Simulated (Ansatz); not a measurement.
# N on W(110): change of the work function, part 2 of 2

Wanted: Δφ(θ) for N/W(110), starting from the hollow site.

Ansatz 0.2.0; plane-wave DFT, PBE, Ansatz PAW.

So far, work function, upper face (eV): step 2 (the clean slab) 4.84; step 3 (37 atoms, coverage 0.111 ML, cell 3x3) 4.92.

## (4) The covered slab, k-mesh 6×6×1, coverage 0.25 ML

System of this step: W16N (N/W(110)). The cell holds 17 atoms: 16 W and 1 N. Its edges and angles: a = 5.473 Å, b = 5.473 Å, c = 26.557 Å, α = 90.0°, β = 90.0°, γ = 70.5°. Vacuum lies along c.

Another coverage, to see how the dipoles act on each other as their distance changes.

Input file input.yaml:

```yaml
crystal:
  lattice:
    - [4.468914857, -3.16, 0.0]
    - [4.468914857, 3.16, 0.0]
    - [0.0, 0.0, 26.5566077499]
  atoms:
    - { symbol: W, position: [0.0, 0.0, 0.3388987059] }
    - { symbol: W, position: [0.25, 0.25, 0.4230381205] }
    - { symbol: W, position: [0.0, 0.0, 0.5086038405] }
    - { symbol: W, position: [0.25, 0.25, 0.5911508627] }
    - { symbol: W, position: [0.0, 0.5, 0.3388987059] }
    - { symbol: W, position: [0.25, 0.75, 0.4230381205] }
    - { symbol: W, position: [0.0, 0.5, 0.5086038405] }
    - { symbol: W, position: [0.25, 0.75, 0.5911508627] }
    - { symbol: W, position: [0.5, 0.0, 0.3388987059] }
    - { symbol: W, position: [0.75, 0.25, 0.4230381205] }
    - { symbol: W, position: [0.5, 0.0, 0.5086038405] }
    - { symbol: W, position: [0.75, 0.25, 0.5911508627] }
    - { symbol: W, position: [0.5, 0.5, 0.3388987059] }
    - { symbol: W, position: [0.75, 0.75, 0.4230381205] }
    - { symbol: W, position: [0.5, 0.5, 0.5086038405] }
    - { symbol: W, position: [0.75, 0.75, 0.5911508627] }
    - { symbol: "N", position: [0.42, 0.42, 0.6611012941] }
kpoints:
  mp_grid: { grid: [6, 6, 1] }
hamiltonian:
  xc: pbe
scf:
  occupations: { method: fermi_dirac, width: 0.1 }
  convergence: { dr2_threshold: 1.0e-08 }
efield:
  axis: 3
  dipole_correction: true
  ramp_position: 0.97
  ramp_width: 0.06
relax:
  f_tol: 0.02
  max_steps: 60
  constraints: [{ sites: [0, 1, 4, 5, 8, 9, 12, 13] }]
output:
  dos: { projected: true, e_range: [-8, 4] }
  write_potential: true
  write_density: true
  volumetric_format: npy
  elf: true
```

Launch:

```sh
> ansatz run input.yaml --threads 4 --pin off --max-ram 16384MiB --backend cpu --events-out ev --progress --plain --runs-dir out
```

It took 8 min on 4 threads of Arm Neoverse V1, shared host; peak memory 2.9 GiB.

The steps of the relaxation:

```
step  energy less that of the first step (eV)  largest force component (eV/Å)
   1                                   0.0000                          5.7320
   2                                  -1.4165                          5.0215
   3                                  -2.3842                          3.0243
   4                                  -2.8387                          0.8080
   5                                  -2.9694                          0.4770
   6                                  -2.9895                          0.4077
   7                                  -2.9496                          0.4281
   8                                  -3.0007                          0.0725
   9                                  -3.0016                          0.0368
  10                                  -3.0019                          0.0118
```

Relaxation step 7 was tried and not accepted.

The run keeps the 2 symmetry operations that it works with, so distortions that break them were not tested.

The atoms that moved most (Å):

```
atom      dx      dy      dz  length
 N17   0.436   0.000  -0.697   0.823
 W16   0.054   0.000  -0.020   0.057
  W8   0.001   0.016   0.052   0.054
 W12   0.001  -0.016   0.052   0.054
  W3   0.008   0.000  -0.046   0.047
  W4  -0.018   0.000   0.028   0.034
 W11   0.003   0.003   0.020   0.020
  W7   0.003  -0.003   0.020   0.020
```

The relaxed structure:

```xyz
17
Lattice="4.4689 -3.1600 0.0000 4.4689 3.1600 0.0000 0.0000 0.0000 26.5566" Properties=species:S:1:pos:R:3
W     0.0000    0.0000    9.0000
W     2.2345    0.0000   11.2345
W     0.0083    0.0000   13.4607
W     2.2160    0.0000   15.7271
W     2.2345    1.5800    9.0000
W     4.4689    1.5800   11.2345
W     2.2370    1.5770   13.5268
W     4.4698    1.5962   15.7509
W     2.2345   -1.5800    9.0000
W     4.4689   -1.5800   11.2345
W     2.2370   -1.5770   13.5268
W     4.4698   -1.5962   15.7509
W     4.4689    0.0000    9.0000
W     6.7034    0.0000   11.2345
W     4.4695    0.0000   13.4983
W     6.7572    0.0000   15.6789
N     4.1902    0.0000   16.8593
```

This step gave:

```yaml
energy_at_zero_smearing: -166531.5536 eV
work_function_upper_face: 5.009 eV
work_function_lower_face: 4.904 eV
dipole_along_the_normal: -0.01634 e·Å
step_between_the_vacuum_levels: 0.1047 eV
```

The density of states has structure finer than the step of the table below, so its rows give means over 0.25 eV, whole bins alone (the curve runs from -8 to 1.98 eV). Peaks (eV: height): -4.960: 28.3, -3.280: 28.1, -3.040: 29.2, -2.980: 27.3, -2.890: 27.7, -2.830: 28.5, -2.740: 41.3.

Density of states against energy, zero at the Fermi level; means over each step:

```
energy (eV)  density of states (states/eV a cell)
      -7.75                                  1.01
      -7.50                                  1.56
      -7.25                                  1.99
      -7.00                                  2.51
      -6.75                                  2.55
      -6.50                                  2.58
      -6.25                                  4.90
      -6.00                                  8.85
      -5.75                                  8.77
      -5.50                                  12.2
      -5.25                                  13.9
      -5.00                                  15.0
      -4.75                                  15.5
      -4.50                                  17.1
      -4.25                                  13.0
      -4.00                                  13.4
      -3.75                                  10.4
      -3.50                                  9.57
      -3.25                                  22.2
      -3.00                                  22.5
      -2.75                                  23.8
      -2.50                                  20.7
      -2.25                                  21.8
      -2.00                                  21.2
      -1.75                                  19.8
      -1.50                                  21.9
      -1.25                                  15.7
      -1.00                                  14.8
      -0.75                                  10.3
      -0.50                                  9.96
      -0.25                                  9.67
       0.00                                  11.5
       0.25                                  10.3
       0.50                                  13.3
       0.75                                  13.8
       1.00                                  15.9
       1.25                                  17.2
       1.50                                  19.5
       1.75                                  21.1
```

Projected DOS per atom over height of the atomic layer and energy from the Fermi level. Layers: W4 W4 W4 W4 N from below.

Ten even steps from '_' (0.01 states/eV) to '@' (1.64 states/eV), each cell a mean:
```
**##**##..
********..
**====++__
++--::==__
++::::==__
++::::::__
##::::**::
@@++==%%--
@@****##::
########--
%%%%%%##::
++@@@@==..
::====----
========++
++##**==++
::**++==@@
::==++--**
..------==
__........
____..____
__________
__________
```
Columns: height of the atomic layer (Å) from 9 to 16.9 (not evenly spaced); rows upwards: energy from the Fermi level (eV) from -7.96 to 1.95.

Electrostatic potential energy in the ca plane at fractional y = 0.469, with atoms of W and N within 0.2 Å of it. With pseudopotentials it is smooth inside the atoms' cores, unlike the true potential.

Ten even steps from '0' (-57 eV) to '9' (10 eV), each cell a mean:
```
40004899999862002689999999999999999999999999
74347899999985335899999999999999999999999999
87778998889998778999889999999999999999999999
98889998888998888998888999999999999999999999
87678988888987667898888999999999999999999999
63136888888874224788888889999999999999999999
30003799889851002689887336999999999999999999
30003799999851001689985003999999999999999999
52125899999873114789986115999999999999999999
86568999889987557899888768999999999999999999
98889998889998888998888999999999999999999999
88788998888998778998888999999999999999999999
75457888888886446888888999999999999999999999
41014888888862002688889999999999999999999999
30003799999851001689999999999999999999999999
```
Columns run along c (16.0 Å, from fractional 0.31 to 0.92 of the cell; values clipped at the 3rd and 97th percentile), rows up along a (5.5 Å). Atoms in or near the plane, at fractional coordinates: W at (0.34, 0.00), W at (0.51, 0.00), W at (0.34, 0.50), W at (0.51, 0.50), N at (0.63, 0.47).

Valence density in the ca plane at fractional y = 0.469, with atoms of W and N within 0.2 Å of it. It is the smooth field of the valence electrons, not physical close to the nuclei.

Values in e/Å³, 8 rows by 16 columns, each cell a mean:
```
2.6 2.0 0.3 0.3 0.8 3.5 0.6 0.3 0.2 0.0 0.0 0.0 0.0 0.0 0.0 0.0
0.5 0.4 0.3 0.4 0.3 0.5 0.3 0.4 0.2 0.0 0.0 0.0 0.0 0.0 0.0 0.0
1.1 0.9 0.4 0.4 0.5 1.4 0.4 0.4 0.4 0.1 0.0 0.0 0.0 0.0 0.0 0.0
3.7 2.9 0.3 0.3 1.4 4.7 0.9 0.4 1.9 0.8 0.0 0.0 0.0 0.0 0.0 0.0
2.6 2.0 0.3 0.3 0.9 3.5 0.6 0.4 2.3 1.0 0.0 0.0 0.0 0.0 0.0 0.0
0.5 0.4 0.3 0.4 0.3 0.5 0.3 0.4 0.5 0.2 0.0 0.0 0.0 0.0 0.0 0.0
1.1 0.9 0.4 0.4 0.5 1.4 0.4 0.4 0.2 0.0 0.0 0.0 0.0 0.0 0.0 0.0
3.7 2.9 0.3 0.3 1.3 4.8 1.0 0.3 0.2 0.0 0.0 0.0 0.0 0.0 0.0 0.0
```
Columns run along c (16.0 Å, from fractional 0.31 to 0.92 of the cell), rows up along a (5.5 Å). Atoms in or near the plane, at fractional coordinates: W at (0.34, 0.00), W at (0.51, 0.00), W at (0.34, 0.50), W at (0.51, 0.50), N at (0.63, 0.47).

ELF in the ca plane at fractional y = 0.469, with atoms of W and N within 0.2 Å of it. It is the smooth field of the valence electrons, not physical close to the nuclei.

Ten even steps from '0' (0.00) to '9' (0.84), each cell a mean:
```
57675355455337777345556654200000000000000000
35752355455423663245556653100000000000000000
44433454445543333444445432100000000000000000
54444543334554444553333322100000000000000000
34433443334433443453222455320000000000000000
47874443224436775343225888742000000000000000
77476354334348558444248889973100000000000000
76366355445347457334368339974100000000000000
47873355455325775244358669974100000000000000
24532454445533442344337899852000000000000000
54434544444554433453334566421000000000000000
44434543334543333443333332100000000000000000
35653443234434664343333321000000000000000000
68775353234337777344323332100000000000000000
76266354345348338444445543100000000000000000
```
Columns run along c (16.0 Å, from fractional 0.31 to 0.92 of the cell), rows up along a (5.5 Å). Atoms in or near the plane, at fractional coordinates: W at (0.34, 0.00), W at (0.51, 0.00), W at (0.34, 0.50), W at (0.51, 0.50), N at (0.63, 0.47).

The relaxation took 10 steps and lowered the energy by 3.0 eV; the largest force on the free atoms ends at 0.012 eV/Å.

By hand: a sheet of dipoles makes a step −p/(ε₀A) in the electron's potential. With e/ε₀ = 180.95 V·Å, p = -0.01634 e·Å and A = 28.24 Å², that is −180.95 × (-0.01634) / 28.24 = +0.105 eV, and the two vacuum levels of the run differ by +0.105 eV.

The covered face has 5.01 eV, +0.16 eV against the clean one; the bare back face has moved by +0.01 eV, a measure of how thin the slab is.

## (5) The covered slab, k-mesh 6×6×1, coverage 0.5 ML

System of this step: W8N (N/W(110)). The cell holds 18 atoms: 16 W and 2 N. Cell: a = 5.473 Å, b = 5.473 Å, c = 26.557 Å, α = 90.0°, β = 90.0°, γ = 70.5°. Vacuum lies along c.

Edit input.yaml of step 4 so:

```diff
@@ -23,2 +23,3 @@
     - { symbol: "N", position: [0.42, 0.42, 0.6611012941] }
+    - { symbol: "N", position: [0.92, 0.42, 0.6611012941] }
 kpoints:
```

Run time: 9.2 min. Hardware: 4 threads; peak memory 3.4 GiB; 36 min of CPU time.

The steps of the relaxation:

```
step  energy less that of the first step (eV)  largest force component (eV/Å)
   1                                   0.0000                          4.9879
   2                                  -2.9669                          5.0309
   3                                  -5.1199                          2.6924
   4                                  -6.0165                          1.1171
   5                                  -6.1991                          0.2615
   6                                  -6.2301                          0.0457
   7                                  -6.2306                          0.0145
```

Forces are held to the 2 operations that the run works with; a distortion that breaks them can't arise in this run.

The atoms that moved most (Å):

```
atom      dx      dy      dz  length
 N17   0.178   0.068  -0.696   0.722
 N18   0.178   0.068  -0.696   0.722
  W4  -0.073   0.032   0.098   0.127
 W12  -0.073   0.032   0.098   0.127
 W16   0.062  -0.036   0.034   0.079
  W8   0.062  -0.036   0.034   0.079
 W11   0.009   0.008  -0.022   0.025
  W3   0.009   0.008  -0.022   0.025
```

Final coordinates:

```
W N
1.0
     4.46891   -3.16000    0.00000
     4.46891    3.16000    0.00000
     0.00000    0.00000   26.55661
W N
16 2
Cartesian
  0.0000 0.0000 9.0000
  2.2345 0.0000 11.2345
  0.0092 0.0079 13.4848
  2.1617 0.0325 15.7975
  2.2345 1.5800 9.0000
  4.4689 1.5800 11.2345
  2.2391 1.5792 13.5145
  4.5310 1.5440 15.7328
  2.2345 -1.5800 9.0000
  4.4689 -1.5800 11.2345
  2.2437 -1.5721 13.4848
  4.3961 -1.5475 15.7975
  4.4689 0.0000 9.0000
  6.7034 0.0000 11.2345
  4.4735 -0.0008 13.5145
  6.7654 -0.0360 15.7328
  3.9321 0.0679 16.8605
  6.1666 -1.5121 16.8605
```

The density of states has structure finer than the step of the table below, so its rows give means over 0.5 eV, whole bins alone (the curve runs from -8 to 1.98 eV). Peaks (eV: height): -3.28: 24.2, -3.10: 32.0, -2.74: 26.7, -2.59: 25.2, -1.98: 24.5, -1.74: 25.8, -1.44: 23.9.

Density of states against energy, zero at the Fermi level; means over each step:

```
energy (eV)  density of states (states/eV a cell)
       -7.5                                  1.34
       -7.0                                  2.58
       -6.5                                  5.12
       -6.0                                  8.02
       -5.5                                  12.7
       -5.0                                  14.7
       -4.5                                  17.2
       -4.0                                  11.8
       -3.5                                  12.9
       -3.0                                  22.3
       -2.5                                  21.1
       -2.0                                  21.3
       -1.5                                  20.0
       -1.0                                  13.5
       -0.5                                  11.5
        0.0                                  9.72
        0.5                                  11.1
        1.0                                  15.5
        1.5                                  19.2
```

The relaxation took 7 steps and lowered the energy by 6.2 eV; the largest force on the free atoms ends at 0.015 eV/Å.

The covered face has 5.63 eV, +0.78 eV against the clean one; the bare back face has moved by -0.06 eV, a measure of how thin the slab is.

## (6) The covered slab, k-mesh 12×12×1, coverage 1 ML

System of this step: W4N (N/W(110)). The cell holds 5 atoms: 4 W and 1 N. Cell: a = 2.737 Å, b = 2.737 Å, c = 26.557 Å, α = 90.0°, β = 90.0°, γ = 70.5°. Vacuum lies along c.

input.yaml, the sections that differ from step 5:

```yaml
crystal:
  lattice:
    - [2.2344574285, -1.58, 0.0]
    - [2.2344574285, 1.58, 0.0]
    - [0.0, 0.0, 26.5566077499]
  atoms:
    - { symbol: W, position: [0.0, 0.0, 0.3388987059] }
    - { symbol: W, position: [0.5, 0.5, 0.4230381205] }
    - { symbol: W, position: [0.0, 0.0, 0.5086038405] }
    - { symbol: W, position: [0.5, 0.5, 0.5911508627] }
    - { symbol: "N", position: [0.84, 0.84, 0.6611012941] }
kpoints:
  mp_grid: { grid: [12, 12, 1] }
relax:
  f_tol: 0.02
  max_steps: 60
  constraints: [{ sites: [0, 1] }]
output:
  write_potential: true
  write_density: true
  volumetric_format: npy
# hamiltonian, scf, efield: as in step 5
```

The job ended after 53 s (4 threads; peak memory 0.59 GiB; 3.4 min of CPU time).

The steps of the relaxation:

```
step  energy less that of the first step (eV)  largest force component (eV/Å)
   1                                   0.0000                          4.7036
   2                                  -1.6381                          4.8394
   3                                  -2.5110                          1.7864
   4                                  -2.8185                          0.8088
   5                                  -2.8921                          0.2002
   6                                  -2.8955                          0.0516
   7                                  -2.8959                          0.0054
```

The run keeps the 2 symmetry operations that it works with, so distortions that break them were not tested.

The atoms that moved most (Å):

```
atom     dx     dy      dz  length
  N5  0.235  0.000  -0.667   0.707
  W4  0.063  0.000   0.133   0.147
  W3  0.009  0.000  -0.002   0.009
```

Final coordinates:

```
W N
1.0
     2.23446   -1.58000    0.00000
     2.23446    1.58000    0.00000
     0.00000    0.00000   26.55661
W N
4 1
Cartesian
  0.0000 0.0000 9.0000
  2.2345 0.0000 11.2345
  0.0085 0.0000 13.5046
  2.2978 0.0000 15.8315
  3.9893 0.0000 16.8894
```

The relaxation took 7 steps and lowered the energy by 2.9 eV; the largest force on the free atoms ends at 0.0054 eV/Å.

The covered face has 6.50 eV, +1.66 eV against the clean one; the bare back face has moved by -0.05 eV, a measure of how thin the slab is.

## (7) Work function against coverage

This step: plane-wave DFT, PBE, Ansatz PAW; work function against coverage (Ansatz 0.2.0).

The runs are now put side by side.

Numbers from this step:

| Property | Result |
| --- | --- |
| work function of the clean face | 4.845 eV |
| largest change of the work function | 1.656 eV |

Table of work function of the covered face by coverage:

```
coverage (adsorbates/nm²)  work function of the covered face (eV)
                     0.00                                    4.84
                     1.57                                    4.92
                     3.54                                    5.01
                     7.08                                    5.63
                    14.16                                    6.50
```

The dipole per adsorbate comes from the change of the cell's dipole. Coverage, by row:

```
coverage (1/nm²)  coverage (ML)  work function (eV)  change (eV)  dipole per adsorbate, positive end outwards (debye)  mean height of the added atoms over the highest substrate atom (Å)
           1.573         0.1111               4.923      0.07876                                               -0.138                                                               1.114
           3.541           0.25               5.009       0.1644                                               -0.119                                                               1.108
           7.081            0.5               5.627       0.7825                                               -0.315                                                               1.063
           14.16              1                 6.5        1.656                                               -0.319                                                               1.058
```

## (8) Results

| Property | Result |
| --- | --- |
| work function of the clean face | 4.84 eV |
| work function at 0.11 ML | 4.92 eV |
| work function at 0.25 ML | 5.01 eV |
| work function at 0.5 ML | 5.63 eV |
| work function at 1 ML | 6.50 eV |
| dipole per adsorbate at 0.11 ML, positive end outwards | -0.14 D |

In words: At the lowest coverage N changes the work function of W(110) by under 0.15 eV, within the error of so thin a slab; the largest change, +1.66 eV, comes at higher coverage. The slab has 4 layers, at the tabulated experimental lattice constant, one starting site was run, and quantum-size effects of a slab this thin can reach one or two tenths of an eV.

[Logs are printed without paths, hosts, clocks, repeated set-up lines and the standing remarks that a program may print on its own settings, such as how far it seeks lower states.]

[Hosts, paths, dates, database ids (printed as entryN), source tags and the programs' standing remarks are cut or masked in the printed files.]

[Maps of the electrostatic potential energy from Ansatz leave out the sawtooth potential of an applied field or a dipole correction, so their vacuum need not be flat; planar profiles and work functions include it.]

[The density of states shown here was stored with 400 of the rows of the run's finer table, so its peaks can read low, often by over a quarter, or be missed, and its means over a window can be off by a tenth or more.]
